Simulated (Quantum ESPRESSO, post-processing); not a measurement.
# Cl on fcc sites of Rh(111), stepped through the coverage, part 2 of 2

Wanted: a table for Cl on fcc sites of Rh(111) against the coverage, and what can be fitted to it.

Quantum ESPRESSO 7.5; plane-wave DFT, PBE, GBRV ultrasoft pseudopotentials.

So far. Step 8 (Ground state, 0.1111 ML): Inside the slab this potential holds the local part of the pseudopotentials, which can be repulsive at the nuclei; only its value in the vacuum has a meaning of its own. Step 9 (Relaxing the ions, 0.75 ML): The relaxation lowers the energy by 10 meV an atom. On the free atoms the largest force ends at 0.034 eV/Å.

## Step 10: Ground state, 0.75 ML

m7.esm.in reads:

```
&control
  prefix = 'm7.esm'
  outdir = './out'
  pseudo_dir = './pseudo'
  calculation = 'scf'
  tprnfor = .true.
/
&system
  ibrav = 0
  nat = 15
  ntyp = 2
  ecutwfc = 40
  ecutrho = 200
  occupations = 'smearing'
  smearing = 'mv'
  degauss = 0.02
  assume_isolated = 'esm'
  esm_bc = 'bc1'
/
&electrons
  conv_thr = 1e-07
  mixing_beta = 0.25
  electron_maxstep = 160
  mixing_mode = 'local-TF'
  mixing_ndim = 12
/
ATOMIC_SPECIES
  Rh  102.9055  rh_pbe_v1.4.uspp.F.UPF
  Cl  35.4500  cl_pbe_v1.4.uspp.F.UPF
CELL_PARAMETERS angstrom
  5.41933042357437 0.00000000000000 0.00000000000000
  2.70966521178718 4.69327781831728 0.00000000000000
  0.00000000000000 0.00000000000000 20.44213881894749
ATOMIC_POSITIONS crystal
  Rh  0.000000000000 0.500000000000 -0.155437432550
  Rh  0.500000000000 0.000000000000 -0.155437432550
  Rh  0.500000000000 0.500000000000 -0.155437432550
  Rh  0.000000000000 0.000000000000 -0.155437432550
  Rh  0.166666666700 0.666666666700 -0.047208425750
  Rh  0.666666666700 0.166666666700 -0.047208425750
  Rh  0.666666666700 0.666666666700 -0.047208425750
  Rh  0.166666666700 0.166666666700 -0.047208425750
  Rh  0.836179865500 0.327640268800 0.058480766650
  Rh  0.327640268800 0.836179865500 0.058480766650
  Rh  0.333333333300 0.333333333300 0.056835028650
  Rh  0.836179865500 0.836179865500 0.058480766650
  Cl  0.001343220200 0.499328389900 0.155437432550
  Cl  0.499328389900 0.001343220200 0.155437432550
  Cl  0.499328389900 0.499328389900 0.155437432550
K_POINTS automatic
  5 5 1 0 0 0
```

Started as:

```
$ OMP_NUM_THREADS=1 mpirun -n 16 pw.x -nk 2 -in m7.esm.in > m7.esm.out
```

It took 2 min on 16 MPI ranks of Arm Neoverse V2, shared host; peak memory 2.4 GiB.

This step gave:

```
free energy                                                    : -29305.1643 eV
Fermi energy                                                   : -5.106 eV
vacuum line at the upper end of the cell, over the Fermi level : 5.129 eV
```

Inside the slab this potential holds the local part of the pseudopotentials, which can be repulsive at the nuclei; only its value in the vacuum has a meaning of its own.

## Step 11: Relaxing the ions, 1 ML

System of this step: Rh(111), 3 layers, 1 sites a cell, 1 Cl on fcc sites. The cell holds 4 atoms: 3 Rh and 1 Cl. Cell: a = 2.710 Å, b = 2.710 Å, c = 20.442 Å, α = 90.0°, β = 90.0°, γ = 60.0°. It derives from Rh. Vacuum lies along c.

m8.relax.in reads:

```
&control
  prefix = 'm8.relax'
  outdir = './out'
  pseudo_dir = './pseudo'
  nstep = 70
  forc_conv_thr = 0.0015
  calculation = 'relax'
/
&system
  ibrav = 0
  nat = 4
  ntyp = 2
  ecutwfc = 40
  ecutrho = 200
  occupations = 'smearing'
  smearing = 'mv'
  degauss = 0.02
/
&electrons
  conv_thr = 1e-07
  mixing_beta = 0.3
  electron_maxstep = 120
  mixing_mode = 'local-TF'
/
&ions
/
ATOMIC_SPECIES
  Rh  102.9055  rh_pbe_v1.4.uspp.F.UPF
  Cl  35.4500  cl_pbe_v1.4.uspp.F.UPF
CELL_PARAMETERS angstrom
  2.70966521178718 0.00000000000000 0.00000000000000
  1.35483260589359 2.34663890915864 0.00000000000000
  0.00000000000000 0.00000000000000 20.44213881894749
ATOMIC_POSITIONS crystal
  Rh  0.000000000000 0.000000000000 0.345317623737 0 0 0
  Rh  0.333333333400 0.333333333400 0.453546630519 0 0 0
  Rh  0.666666666700 0.666666666700 0.561775637301
  Cl  0.000000000000 0.000000000000 0.654682376263
K_POINTS automatic
  10 10 1 0 0 0
```

Started as:

```
$ OMP_NUM_THREADS=1 mpirun -n 16 pw.x -nk 4 -in m8.relax.in > m8.relax.out
```

Elapsed: 35 s, on 16 MPI ranks; peak memory 1 GiB; 9.3 min of CPU time.

The steps of the relaxation:

| step | energy less that of the first step (eV) | largest force (eV/Å) |
| --- | --- | --- |
| 1 | 0.0000 | 1.3310 |
| 2 | -0.0462 | 0.8791 |
| 3 | -0.0765 | 0.4117 |
| 4 | -0.0875 | 0.1190 |
| 5 | -0.0879 | 0.0867 |
| 6 | -0.0884 | 0.0938 |
| 7 | -0.0889 | 0.1021 |
| 8 | -0.0896 | 0.0846 |
| 9 | -0.0901 | 0.0364 |

The atoms that moved most (Å):

```csv
atom,dx,dy,dz,length
Cl4,0.000,0.000,0.111,0.111
Rh3,0.000,0.000,-0.074,0.074
```

Final coordinates:

```cif
data_structure
_symmetry_space_group_name_H-M 'P 1'
_symmetry_Int_Tables_number 1
_cell_length_a 2.7097
_cell_length_b 2.7097
_cell_length_c 20.4421
_cell_angle_alpha 90.000
_cell_angle_beta 90.000
_cell_angle_gamma 60.000
_cell_volume 129.98
loop_
_atom_site_label
_atom_site_type_symbol
_atom_site_fract_x
_atom_site_fract_y
_atom_site_fract_z
_atom_site_occupancy
Rh1 Rh 0.00000 0.00000 0.34532 1
Rh2 Rh 0.33333 0.33333 0.45355 1
Rh3 Rh 0.66667 0.66667 0.55815 1
Cl4 Cl 0.00000 0.00000 0.66013 1
```

The relaxation lowers the energy by 23 meV an atom. On the free atoms the largest force ends at 0.036 eV/Å.

Read from the output:

| Item | Value |
| --- | --- |
| free energy | -7439.0744 eV |
| Fermi energy | 4.979 eV |

## Step 12: Ground state, 1 ML

m8.esm.in reads:

```
&control
  prefix = 'm8.esm'
  outdir = './out'
  pseudo_dir = './pseudo'
  calculation = 'scf'
  tprnfor = .true.
/
&system
  ibrav = 0
  nat = 4
  ntyp = 2
  ecutwfc = 40
  ecutrho = 200
  occupations = 'smearing'
  smearing = 'mv'
  degauss = 0.02
  assume_isolated = 'esm'
  esm_bc = 'bc1'
/
&electrons
  conv_thr = 1e-07
  mixing_beta = 0.25
  electron_maxstep = 160
  mixing_mode = 'local-TF'
  mixing_ndim = 12
/
ATOMIC_SPECIES
  Rh  102.9055  rh_pbe_v1.4.uspp.F.UPF
  Cl  35.4500  cl_pbe_v1.4.uspp.F.UPF
CELL_PARAMETERS angstrom
  2.70966521178718 0.00000000000000 0.00000000000000
  1.35483260589359 2.34663890915864 0.00000000000000
  0.00000000000000 0.00000000000000 20.44213881894749
ATOMIC_POSITIONS crystal
  Rh  0.000000000000 0.000000000000 -0.157404939550
  Rh  0.333333333400 0.333333333400 -0.049175932750
  Rh  0.666666666700 0.666666666700 0.055423196050
  Cl  0.000000000000 0.000000000000 0.157404939550
K_POINTS automatic
  10 10 1 0 0 0
```

Started as:

```
$ OMP_NUM_THREADS=1 mpirun -n 16 pw.x -nk 4 -in m8.esm.in > m8.esm.out
```

Run time: 29 s. Hardware: 16 MPI ranks; peak memory 1 GiB; 7.7 min of CPU time.

Read from the output:

* Fermi energy: -5.133 eV
* vacuum line at the lower end of the cell, over the Fermi level: 5.129 eV
* vacuum line at the upper end of the cell, over the Fermi level: 5.136 eV

Inside the slab this potential holds the local part of the pseudopotentials, which can be repulsive at the nuclei; only its value in the vacuum has a meaning of its own.

## Step 13: The series side by side

The series in one table:

| the coverage | adsorption energy an atom, from the free molecule (eV) | work function of the upper face (eV) | work function of the lower face (eV) |
| --- | --- | --- | --- |
| 0 ML | - | 5.081 | 5.081 |
| 0.1111 ML | - | 5.05 | 5.084 |
| 0.1667 ML | - | 5.019 | 5.071 |
| 0.25 ML | - | 5.015 | 5.047 |
| 0.3333 ML | - | 5.1 | 5.069 |
| 0.5 ML | -1.137 | 5.137 | 5.059 |
| 0.6667 ML | -0.6916 | 5.154 | 5.095 |
| 0.75 ML | -0.3957 | 5.129 | 5.084 |
| 1 ML | 0.1441 | 5.136 | 5.129 |

## Step 14: By hand

At 1 ML: E_ads = [-7439.0744 − 1 × (-6986.3213)]/1 − (-905.7945)/2 = 0.144 eV. Cells and meshes differ along the series, and any error of the slab's energy is multiplied by the number of slab cells an adsorbate, so no value is given under half a monolayer.

## Step 15: What came out

```
adsorption energy an atom, from the free molecule, at 0.5 ML and at 1 ML : -1.14, 0.14 eV
work function of the upper face, at 0 ML and at 1 ML                     : 5.08, 5.14 eV
```

**Reading.** The series holds 9 members (PBE, GBRV ultrasoft). From 0.5 ML to 1 ML the adsorption energy an atom, from the free molecule rises from -1.14 to 0.14 eV. From 0 ML to 1 ML the work function of the upper face goes from 5.08 to 5.14 eV by way of 5.02 at 0.25 ML. The untouched lower face should keep its work function but moves by 0.08 eV, since the slab is thin and cells, meshes or relaxed layers differ between members; changes of the upper face are uncertain by about as much. Thin slabs, one site and one ordered pattern a coverage; no reconstruction or subsurface sites; meshes differ a little between cells.

[Logs are printed without paths, hosts, clocks, repeated set-up lines and the standing remarks that a program may print on its own settings, such as how far it seeks lower states.]

[Hosts, paths, dates, database ids (printed as entryN), source tags and the programs' standing remarks are cut or masked in the printed files.]

[Maps of the electrostatic potential energy from Ansatz leave out the sawtooth potential of an applied field or a dipole correction, so their vacuum need not be flat; planar profiles and work functions include it.]
